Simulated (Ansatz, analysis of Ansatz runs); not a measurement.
# N-H pair in ZnSe: local vibrational mode against experiment

How near does this set-up come to the measured local vibrational mode? Subject: N-H pair in ZnSe. Set-up: PBE, 64-site cell, PBE lattice, 300 eV, k: the single point 1/4 1/4 1/4. The model is a cell of 64 host atoms with N put on another atom's site and H put in between. The frequencies come from force constants among the defect atom and its neighbours, with the masses of the isotopes named. This set-up takes another basis size than the usual one.

Measured beforehand: N-H stretch, 1H: 3194 cm⁻¹ at 9 K, by FTIR absorption and Raman spectroscopy (quoted in “Hydrogen in Compound Semiconductors”, 1993, E.E. Haller, quoting earlier work). N-H wag, 1H: 783 cm⁻¹ at 9 K, by FTIR absorption and Raman spectroscopy (quoted in “Hydrogen in Compound Semiconductors”, 1993, E.E. Haller, quoting earlier work). The calculation is set beside it at the end.

Main program and level: Ansatz 0.2.0; plane-wave PAW DFT, PBE; relaxation of all atoms of a defect supercell.

## (1) The structure

The cell holds 65 atoms: 32 Zn, 31 Se, 1 N and 1 H. Its edges and angles: a = 11.477 Å, b = 11.477 Å, c = 11.477 Å, α = 90.0°, β = 90.0°, γ = 90.0°. It derives from ZnSe (space group F-43m). Nearest the centre at fractional (0.355, 0.355, 0.605): H65 at 0.39 Å, N16 at 0.64 Å, Zn12 at 2.54 Å, Zn27 at 2.64 Å, Zn57 at 2.64 Å, Zn42 at 2.64 Å, Se13 at 3.74 Å, Se7 at 3.74 Å.

The host's primitive cell comes from a first run (plane-wave PAW DFT, PBE; relaxation of the host's cell and atoms): vectors of 4.058, 4.058 and 4.058 Å. That is 23.62 Å³ an atom, 3.8 % over the diffraction cell's volume. The supercell is built on it.

## (2) Relaxation, charge 0

Every later number rests on the structure around the defect, so the atoms are relaxed at the host's lattice first.

relax/input.yaml

```yaml
relax:
  f_tol: 0.01
  max_steps: 80
  random_displacement: { amplitude: 0.02, seed: 53 }
crystal:
  lattice:
    - [11.47693332, 0.0, 0.0]
    - [0.0, 0.0, -11.47693332]
    - [0.0, 11.47693332, 0.0]
  atoms:
    - { symbol: Zn, position: [0.0, 0.0, 0.0] }
    - { symbol: Zn, position: [0.0, 0.25, 0.25] }
    - { symbol: Zn, position: [0.25, 0.0, 0.25] }
    - { symbol: Zn, position: [0.25, 0.25, 0.0] }
    - { symbol: Se, position: [0.125, 0.125, 0.125] }
    - { symbol: Se, position: [0.125, 0.375, 0.375] }
    - { symbol: Se, position: [0.375, 0.125, 0.375] }
    - { symbol: Se, position: [0.375, 0.375, 0.125] }
    - { symbol: Zn, position: [0.0, 0.0, 0.5] }
    - { symbol: Zn, position: [0.0, 0.25, 0.75] }
    - { symbol: Zn, position: [0.25, 0.0, 0.75] }
    - { symbol: Zn, position: [0.227363291, 0.227363291, 0.477363291] }
    - { symbol: Se, position: [0.125, 0.125, 0.625] }
    - { symbol: Se, position: [0.125, 0.375, 0.875] }
    - { symbol: Se, position: [0.375, 0.125, 0.875] }
    - { symbol: "N", position: [0.387573045, 0.387573045, 0.637573045] }
    - { symbol: Zn, position: [0.0, 0.5, 0.0] }
    - { symbol: Zn, position: [0.0, 0.75, 0.25] }
    - { symbol: Zn, position: [0.25, 0.5, 0.25] }
    - { symbol: Zn, position: [0.25, 0.75, 0.0] }
    - { symbol: Se, position: [0.125, 0.625, 0.125] }
    - { symbol: Se, position: [0.125, 0.875, 0.375] }
    - { symbol: Se, position: [0.375, 0.625, 0.375] }
    - { symbol: Se, position: [0.375, 0.875, 0.125] }
    - { symbol: Zn, position: [0.0, 0.5, 0.5] }
    - { symbol: Zn, position: [0.0, 0.75, 0.75] }
    - { symbol: Zn, position: [0.25, 0.5, 0.75] }
    - { symbol: Zn, position: [0.25, 0.75, 0.5] }
    - { symbol: Se, position: [0.125, 0.625, 0.625] }
    - { symbol: Se, position: [0.125, 0.875, 0.875] }
    - { symbol: Se, position: [0.375, 0.625, 0.875] }
    - { symbol: Se, position: [0.375, 0.875, 0.625] }
    - { symbol: Zn, position: [0.5, 0.0, 0.0] }
    - { symbol: Zn, position: [0.5, 0.25, 0.25] }
    - { symbol: Zn, position: [0.75, 0.0, 0.25] }
    - { symbol: Zn, position: [0.75, 0.25, 0.0] }
    - { symbol: Se, position: [0.625, 0.125, 0.125] }
    - { symbol: Se, position: [0.625, 0.375, 0.375] }
    - { symbol: Se, position: [0.875, 0.125, 0.375] }
    - { symbol: Se, position: [0.875, 0.375, 0.125] }
    - { symbol: Zn, position: [0.5, 0.0, 0.5] }
    - { symbol: Zn, position: [0.5, 0.25, 0.75] }
    - { symbol: Zn, position: [0.75, 0.0, 0.75] }
    - { symbol: Zn, position: [0.75, 0.25, 0.5] }
    - { symbol: Se, position: [0.625, 0.125, 0.625] }
    - { symbol: Se, position: [0.625, 0.375, 0.875] }
    - { symbol: Se, position: [0.875, 0.125, 0.875] }
    - { symbol: Se, position: [0.875, 0.375, 0.625] }
    - { symbol: Zn, position: [0.5, 0.5, 0.0] }
    - { symbol: Zn, position: [0.5, 0.75, 0.25] }
    - { symbol: Zn, position: [0.75, 0.5, 0.25] }
    - { symbol: Zn, position: [0.75, 0.75, 0.0] }
    - { symbol: Se, position: [0.625, 0.625, 0.125] }
    - { symbol: Se, position: [0.625, 0.875, 0.375] }
    - { symbol: Se, position: [0.875, 0.625, 0.375] }
    - { symbol: Se, position: [0.875, 0.875, 0.125] }
    - { symbol: Zn, position: [0.5, 0.5, 0.5] }
    - { symbol: Zn, position: [0.5, 0.75, 0.75] }
    - { symbol: Zn, position: [0.75, 0.5, 0.75] }
    - { symbol: Zn, position: [0.75, 0.75, 0.5] }
    - { symbol: Se, position: [0.625, 0.625, 0.625] }
    - { symbol: Se, position: [0.625, 0.875, 0.875] }
    - { symbol: Se, position: [0.875, 0.625, 0.875] }
    - { symbol: Se, position: [0.875, 0.875, 0.625] }
    - { symbol: H, position: [0.335271, 0.335271, 0.585271] }
basis:
  ecutwfc: 300
  xc_grid: 2
hamiltonian:
  xc: pbe
kpoints:
  mp_grid: { grid: [1, 1, 1], shift: [0.25, 0.25, 0.25] }
scf:
  occupations: { method: fermi_dirac, width: 0.01 }
  max_iter: 120
output:
  forces: true
checkpoint:
  write: "../relax.run"
  compress: false
  write_wavefunctions: true
  write_every: 100000
```

Run with:

```bash
$ ansatz run input.yaml --threads 32 --pin off --max-ram 84787MiB --backend cuda --events-out ev --progress --plain --runs-dir out --max-vram 78GiB
```

The log of the run:

```text
Warning: basis.ecutwfc = 300 eV is below the records' recommended 420 eV, and the density's cutoff is lower with it unless basis.ecutrho_ratio is high enough to keep the records' density cutoff: compa [...]
Engine: ansatz 0.2.0, aarch64-unknown-linux-gnu
[...]
Pseudopotential: Zn, paw, valence charge 12, recommended cutoff 420 eV (normal), Zn.paw.azcp
Pseudopotential: Se, paw, valence charge 16, recommended cutoff 420 eV (normal), Se.paw.azcp
Pseudopotential: N, paw, valence charge 5, recommended cutoff 420 eV (normal), N.paw.azcp
Pseudopotential: H, paw, valence charge 1, recommended cutoff 420 eV (normal), H.paw.azcp
Functional definition: PBE
[...]
Crystal: 65 atoms, lattice volume = 1511.742 Å³
Basis set: ecut = 300 eV, 17845 PW (Γ), exchange–correlation on 144×144×144 points (8 copies of the dense FFT grid, shifted against one another)
Bands: 532, of which v1, the nominal top of the filled ones, is band 443 counted from 1 (442 counted from 0)
[...]
k-points: 1
[...]
SCF iter   7: F=-276189.639040 eV  HF=-276189.639040 eV  |Δ(HF+E_count)|=   2.54e-8  Δρ=8.40e-7  dr2=1.48e-8  Hψ=1610
SCF 7 converged in 7 iterations: F = -276189.639040 eV  dr2 = 1.48e-8
relax step   7: F+E_penalty+E_count = -276189.63903989 eV  Δ(F+E_penalty+E_count) = -9.437e-4 eV  max|allowed force component| = 4.110e-3 eV/Å  Δτ_max = 0.0077 Å  (7 SCF iters, accepted)
[...]
SCF converged after 7 iterations
Free energy (F): -276189.639040 eV
[...]
Fermi energy:    7.086807 eV
--- Per-component energies (eV) ---
[...]
--- Forces (eV/Å), atoms counted from 1 ---
[...]
--- Band table (eV) ---
[...]
--- Relaxed structure (7 steps of the walk, 7 accepted, 0 SCFs on fresh bases) ---
[...]
```

Elapsed: 6.1 s, on 1 × NVIDIA GB200 with 32 threads of Arm Neoverse V2, shared host; peak memory 1.6 GiB; 22 s of CPU time.

Step by step:

```
step  energy less that of the first step (eV)  largest force component (eV/Å)
   1                                   0.0000                          1.3092
   2                                  -1.0630                          0.9684
   3                                  -1.5227                          0.2746
   4                                  -1.5750                          0.2163
   5                                  -1.5910                          0.0245
   6                                  -1.5916                          0.0209
   7                                  -1.5925                          0.0041
```

The atoms that moved most (Å, from the sites as typed, ahead of the random displacement, the mean shift of all atoms taken out):

| atom | dx | dy | dz | length |
| --- | --- | --- | --- | --- |
| Zn42 | -0.155 | -0.155 | -0.336 | 0.402 |
| Zn57 | -0.155 | 0.336 | 0.155 | 0.401 |
| Zn27 | 0.336 | -0.155 | 0.155 | 0.401 |
| Zn12 | -0.130 | -0.131 | 0.131 | 0.226 |
| Se45 | -0.074 | 0.030 | -0.082 | 0.114 |
| Se23 | 0.030 | 0.081 | 0.075 | 0.114 |
| Se29 | 0.082 | 0.030 | 0.074 | 0.114 |
| Se14 | 0.082 | -0.074 | -0.030 | 0.114 |

Neighbours of the ideal centre at the end:

```csv
atom,distance (Å)
H65,0.281
N16,0.753
Zn42,2.301
Zn27,2.302
Zn57,2.306
Zn12,2.766
Se13,3.802
Se7,3.805
Se6,3.805
```

Neighbours of the added atoms: H65: N16 1.03, Zn27 2.47, Zn42 2.47 Å.

This step gave:

```yaml
free_energy: -276189.6390 eV
```

The relaxation ends 25 meV an atom lower than the displaced start, with a largest force component of 0.0041 eV/Å.

## (3) Local vibrational modes

A local mode lives on the defect and the atoms next to it, so only the sites listed in the input are displaced, which costs far fewer SCF runs than the whole cell would.

This step: plane-wave PAW DFT, PBE; finite-displacement force constants among the atoms nearest to a defect, the others at rest.

modes/input.yaml

```yaml
crystal:
  lattice:
    - [11.47693332, 0.0, 0.0]
    - [0.0, 0.0, -11.47693332]
    - [0.0, 11.47693332, 0.0]
  atoms:
    - { symbol: Zn, position: [-9.2558e-05, -5.8519e-05, -0.001427052] }
    - { symbol: Zn, position: [-0.00450933, 0.249734597, 0.245199912] }
    - { symbol: Zn, position: [0.249688408, -0.00445344, 0.245214155] }
    - { symbol: Zn, position: [0.249449331, 0.249460173, -0.003672165] }
    - { symbol: Se, position: [0.124770758, 0.124811283, 0.123389157] }
    - { symbol: Se, position: [0.121340395, 0.376754807, 0.371054537] }
    - { symbol: Se, position: [0.376763414, 0.1213918, 0.371063031] }
    - { symbol: Se, position: [0.374916379, 0.374952581, 0.122702309] }
    - { symbol: Zn, position: [-0.004497612, -0.004461597, 0.499402335] }
    - { symbol: Zn, position: [-0.000169889, 0.255461895, 0.751372558] }
    - { symbol: Zn, position: [0.255436718, -0.000145693, 0.751373791] }
    - { symbol: Zn, position: [0.216076409, 0.216080935, 0.46577534] }
    - { symbol: Se, position: [0.121348733, 0.121382011, 0.626451669] }
    - { symbol: Se, position: [0.132191634, 0.37773587, 0.868316571] }
    - { symbol: Se, position: [0.377701822, 0.132224592, 0.868315574] }
    - { symbol: "N", position: [0.393092746, 0.393197346, 0.642821282] }
    - { symbol: Zn, position: [0.004479789, 0.498812892, -0.003088328] }
    - { symbol: Zn, position: [-0.000100841, 0.748901505, 0.249608756] }
    - { symbol: Zn, position: [0.255405574, 0.501688271, 0.249518072] }
    - { symbol: Zn, position: [0.250091828, 0.748487698, -0.001839607] }
    - { symbol: Se, position: [0.126122605, 0.623878541, 0.125114396] }
    - { symbol: Se, position: [0.124767411, 0.873718136, 0.374472354] }
    - { symbol: Se, position: [0.377685913, 0.618633634, 0.381890481] }
    - { symbol: Se, position: [0.376571024, 0.872924845, 0.122607061] }
    - { symbol: Zn, position: [-0.000179356, 0.501691014, 0.505127268] }
    - { symbol: Zn, position: [0.00448343, 0.74723991, 0.748493427] }
    - { symbol: Zn, position: [0.279371596, 0.486650304, 0.73631508] }
    - { symbol: Zn, position: [0.249434491, 0.746668497, 0.499126651] }
    - { symbol: Se, position: [0.132187531, 0.618644218, 0.627392089] }
    - { symbol: Se, position: [0.1261319, 0.875443481, 0.873546237] }
    - { symbol: Se, position: [0.376865805, 0.624264878, 0.873931571] }
    - { symbol: Se, position: [0.37491752, 0.873023803, 0.624619642] }
    - { symbol: Zn, position: [0.498780673, 0.004512035, -0.003085693] }
    - { symbol: Zn, position: [0.501672625, 0.255470452, 0.24953336] }
    - { symbol: Zn, position: [0.748860916, -6.426e-05, 0.24961385] }
    - { symbol: Zn, position: [0.748435665, 0.250128397, -0.001853137] }
    - { symbol: Se, position: [0.623839684, 0.12616328, 0.12511965] }
    - { symbol: Se, position: [0.618613604, 0.377735686, 0.381899632] }
    - { symbol: Se, position: [0.873679791, 0.124806979, 0.374478495] }
    - { symbol: Se, position: [0.872880938, 0.37661264, 0.122596886] }
    - { symbol: Zn, position: [0.50167411, -0.000136769, 0.505149206] }
    - { symbol: Zn, position: [0.486546563, 0.279436592, 0.736271287] }
    - { symbol: Zn, position: [0.747213574, 0.004515819, 0.74849186] }
    - { symbol: Zn, position: [0.746622167, 0.249463705, 0.499155337] }
    - { symbol: Se, position: [0.61860604, 0.13223132, 0.62741641] }
    - { symbol: Se, position: [0.624201419, 0.376898908, 0.873915929] }
    - { symbol: Se, position: [0.87541194, 0.12616795, 0.87354934] }
    - { symbol: Se, position: [0.872992752, 0.374955435, 0.62462973] }
    - { symbol: Zn, position: [0.502442641, 0.502476316, 0.000547757] }
    - { symbol: Zn, position: [0.498783159, 0.747238378, 0.254192264] }
    - { symbol: Zn, position: [0.747207284, 0.498829233, 0.254185392] }
    - { symbol: Zn, position: [0.750638448, 0.75068093, 0.000352381] }
    - { symbol: Se, position: [0.625787968, 0.625826818, 0.127004845] }
    - { symbol: Se, position: [0.623837322, 0.875440085, 0.375843279] }
    - { symbol: Se, position: [0.875410187, 0.62387632, 0.3758391] }
    - { symbol: Se, position: [0.875262933, 0.875299479, 0.124968133] }
    - { symbol: Zn, position: [0.486585698, 0.486636934, 0.529084759] }
    - { symbol: Zn, position: [0.502449251, 0.750880932, 0.752156181] }
    - { symbol: Zn, position: [0.75083725, 0.502477554, 0.752165981] }
    - { symbol: Zn, position: [0.748447687, 0.748480441, 0.499804137] }
    - { symbol: Se, position: [0.624218652, 0.624251819, 0.626576256] }
    - { symbol: Se, position: [0.62579926, 0.877336706, 0.875502351] }
    - { symbol: Se, position: [0.877297855, 0.625828715, 0.875502138] }
    - { symbol: Se, position: [0.872895527, 0.872919921, 0.626284281] }
    - { symbol: H, position: [0.341029221, 0.341168608, 0.590795266] }
basis:
  ecutwfc: 300
  xc_grid: 2
hamiltonian:
  xc: pbe
kpoints:
  mp_grid: { grid: [1, 1, 1], shift: [0.25, 0.25, 0.25] }
scf:
  occupations: { method: fermi_dirac, width: 0.01 }
  max_iter: 120
output: {}
checkpoint:
  read: "../relax.run"
phonons:
  supercell: [1, 1, 1]
  displaced_sites: [15, 26, 41, 56, 64]
```

The log of the run:

```text
[...]
Crystal: 65 atoms, lattice volume = 1511.742 Å³
Basis set: ecut = 300 eV, 17845 PW (Γ), exchange–correlation on 144×144×144 points (8 copies of the dense FFT grid, shifted against one another)
Bands: 532, of which v1, the nominal top of the filled ones, is band 443 counted from 1 (442 counted from 0)
[...]
k-points: 1
[...]
SCF 12 converged in 10 iterations: F = -276189.639006 eV  dr2 = 1.83e-12
[...]
SCF 30 converged in 10 iterations: F = -276189.639025 eV  dr2 = 2.99e-12
[...]
SCF 31 converged in 6 iterations: F = -276189.639019 eV  dr2 = 4.90e-12
SCF converged after 5 iterations
Free energy (F): -276189.639040 eV
[...]
Fermi energy:    7.086806 eV
[...]
--- Forces (eV/Å), atoms counted from 1 ---
[...]
--- Band table (eV) ---
[...]
--- Phonons: 30 displaced members + reference (amplitude 0.0025 Å, Σ member SCF iterations 240) ---
  symmetry images taken by strict's conditions (phonons.symmetry_images: auto; settled by no image being taken that strict refuses)
  force constants formed among 5 of 65 sites (N 15, Zn 26, Zn 41, Zn 56, H 64); the other 60 at rest. The modes move the named sites alone.
  the frequencies, the zero-point energy and the sums are of the block with the acoustic sum rule laid on its rows. Row sums over every site: 1.4e-4 eV/Å² at the most
  transpose residual: 7.9e-5 eV/Å²
  largest component of a force at the reference: 4.1e-3 eV/Å on a named site, 2.9e-3 eV/Å on a site at rest
  frequencies among the named sites at Γ of the cell (cm⁻¹): 100.79 100.81 105.11 130.54 130.60 131.45 132.77 132.79 190.12 376.29 497.56 497.68 823.50 823.63 3216.74
  unstable modes among the named sites: 0
  frequencies as built, with no sum rule (cm⁻¹): 100.79 100.81 105.11 130.54 130.60 131.45 132.77 132.79 190.13 376.29 497.56 497.67 823.49 823.60 3216.74
  zero-point energy: 0.458146 eV/cell   skipped modes (ω ≤ 0): 0
  not written: the harmonic force-constant file, the file of eigenvectors (these modes' are written with the force constants), the density of states and the dispersion, which are of every site
[...]
```

It took 12 s on 1 × NVIDIA GB200 with 32 threads; peak memory 2.1 GiB.

This step gave:

```
free energy : -276189.6390 eV
```

The modes with the largest weight on the probed atoms (the light atom of a pair), for the masses of each isotope. Modes of the displaced atoms (local only where they lie over the host's phonons):

| isotopes | mode (cm⁻¹) | share of the defect atoms |
| --- | --- | --- |
| H | 3217 | 0.936 |
| H | 823.7 | 0.91 |
| H | 823.6 | 0.91 |
| D | 2348 | 0.877 |
| D | 623.7 | 0.62 |
| D | 623.6 | 0.621 |

## (4) Outcome

* distance from the defect atom to its nearest neighbour: 1.034 Å
* N-H stretch, 1H: 3217 cm⁻¹
* N-H wag, 1H: 824 cm⁻¹
* time of the whole chain: 22 s on 32 threads and a graphics card

In words: N-H stretch, 1H: computed 3217 cm⁻¹, measured 3194 cm⁻¹; 23 cm⁻¹ (1 %) above the measurement. N-H wag, 1H: computed 824 cm⁻¹, measured 783 cm⁻¹; 41 cm⁻¹ (5 %) above the measurement. The computed value is harmonic, while the measured line is the anharmonic fundamental, which for X–H stretches usually lies a few per cent lower. Only the named neighbours move, so modes near the host's band are approximate. Limits: the cell was relaxed at this lower cutoff, where the basis error moves the lattice constant.

[Logs are printed without paths, hosts, clocks, repeated set-up lines and the standing remarks that a program may print on its own settings, such as how far it seeks lower states.]

[Hosts, paths, dates, database ids (printed as entryN), source tags and the programs' standing remarks are cut or masked in the printed files.]

[For some hosts the program warned that the k-mesh of the response run may be too coarse for force constants and the static dielectric constant; such warnings are not shown here.]
